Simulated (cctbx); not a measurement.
## EuTi7Pd3 across an absorption edge

Space group R-3c (no. 167), a = 7.8330 Å, b = 7.8330 Å, c = 20.8270 Å, α = 90.00°, β = 90.00°, γ = 120.00°.

```
atom  mult.       x       y       z  Ueq (Å²)
 Eu1      6       0       0     1/2    0.0082
 Pd1     18  0.3194       0     1/4    0.0080
 Ti1      6       0       0     1/4    0.0103
 Ti2     36  0.5309  0.8857  0.3023    0.0118
```

The model is made up (kin elements in a known structure type, no relaxation), so it says nothing on whether the phase exists.

Calculated with cctbx: free-atom f′ and f″ from the Sasaki tables, no fine structure; amplitudes in electrons.

| E (eV) | F 1 0 4 | F 1 2 2 | F 0 2 4 | F 2 1 1 |
| --- | --- | --- | --- | --- |
| 23750 | 161.9 | 324.5 | 470.2 | 389.9 |
| 24100 | 161.0 | 323.9 | 471.3 | 387.9 |
| 24230 | 160.4 | 323.5 | 472.4 | 386.3 |
| 24290 | 159.8 | 323.1 | 473.4 | 384.8 |
| 24320 | 159.2 | 322.7 | 474.5 | 383.3 |
| 24335 | 158.6 | 322.3 | 475.5 | 381.8 |
| 24342 | 158.1 | 322.0 | 476.4 | 380.5 |
| 24346 | 157.6 | 321.7 | 477.4 | 379.2 |
| 24354 | 156.9 | 321.2 | 478.8 | 377.1 |
| 24358 | 157.9 | 321.8 | 477.1 | 379.6 |
| 24365 | 158.6 | 322.3 | 475.8 | 381.4 |
| 24380 | 159.3 | 322.7 | 474.5 | 383.2 |
| 24410 | 159.9 | 323.1 | 473.3 | 384.9 |
| 24500 | 160.7 | 323.6 | 471.7 | 387.0 |
| 24750 | 161.6 | 324.1 | 469.9 | 389.3 |

**Question.** Which edge is crossed, and why do the reflections move as they do?

The K edge of Pd. The edge is at 24350 eV. f′ of Pd falls from -4.7 e at 24230 eV to -7.8 e at 4 eV below it, and f″ steps from 0.55 to 3.63 e across it. Over that approach |F| changes by -2 % (1 0 4), -1 % (1 2 2), +1 % (0 2 4) and -2 % (2 1 1): a reflection falls where Pd scatters in phase with the total and rises where it scatters against it; it hardly moves where the Pd term is small or cancels by symmetry. Above the edge the larger f″ enters the imaginary part, where it can add to or cancel the other atoms' f″. The structure is centrosymmetric, so Friedel mates stay equal.

[Logs are printed without paths, hosts, clocks, repeated set-up lines and the standing remarks that a program may print on its own settings, such as how far it seeks lower states.]
